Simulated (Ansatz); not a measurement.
Consider MoBr2 (1T sheet).

The cell holds 3 atoms: 1 Mo and 2 Br. Cell: a = 3.298 Å, b = 3.298 Å, c = 30.253 Å, α = 90.0°, β = 90.0°, γ = 120.0°. Vacuum lies along c.

```
Mo Br
1.0
     0.00000    2.33236    2.33236
     2.33236   -2.33236    0.00000
    17.46662   17.46662  -17.46662
Mo Br
1 2
Cartesian
  5.5502 5.5502 -5.5502
  8.1233 5.7909 -5.7909
  5.3095 5.3095 -2.9772
```

The structure was relaxed with PBEsol. The structure was generated from a model, not taken from a measurement. The runs that relaxed it are not among those shown. The program's search for lower electronic states was switched off, so nothing shows that the state found is the lowest. PAW set soft_2, made with PBE.

A constrained-RPA run (Ansatz 0.2.0; non-magnetic PBEsol; Mo d + anion p, bands v8 to c3, 6×6×1 mesh, medium accuracy) builds 11 functions on bands 10 eV wide, with 16.0 electrons in the window. The bare on-site interaction is 13.3 eV and the bare J 0.49 eV.

**Question.** Estimate U, U′ and J.

On the Mo d shell, U = 5.79 eV (44 % of the bare value), U′ = 5.02 eV, J = 0.37 eV.

The parent state is non-magnetic and the interaction static (zero frequency); U depends on the window and the orbitals, so it belongs to this model alone. A window that holds the anion p bands defines a model with explicit ligands; its U belongs to that model and is not the U of DFT+U.

[Paths, hosts, dates, memory and timing lines, banners, echoed tables and standing remarks are left out of the program output.]

[Logs are printed without paths, hosts, clocks, repeated set-up lines and the standing remarks that a program may print on its own settings, such as how far it seeks lower states.]

[Runs of the session that timed out or met a known fault of the program may be left out.]

[Hosts, paths, dates, database ids (printed as entryN), source tags and the programs' standing remarks are cut or masked in the printed files.]
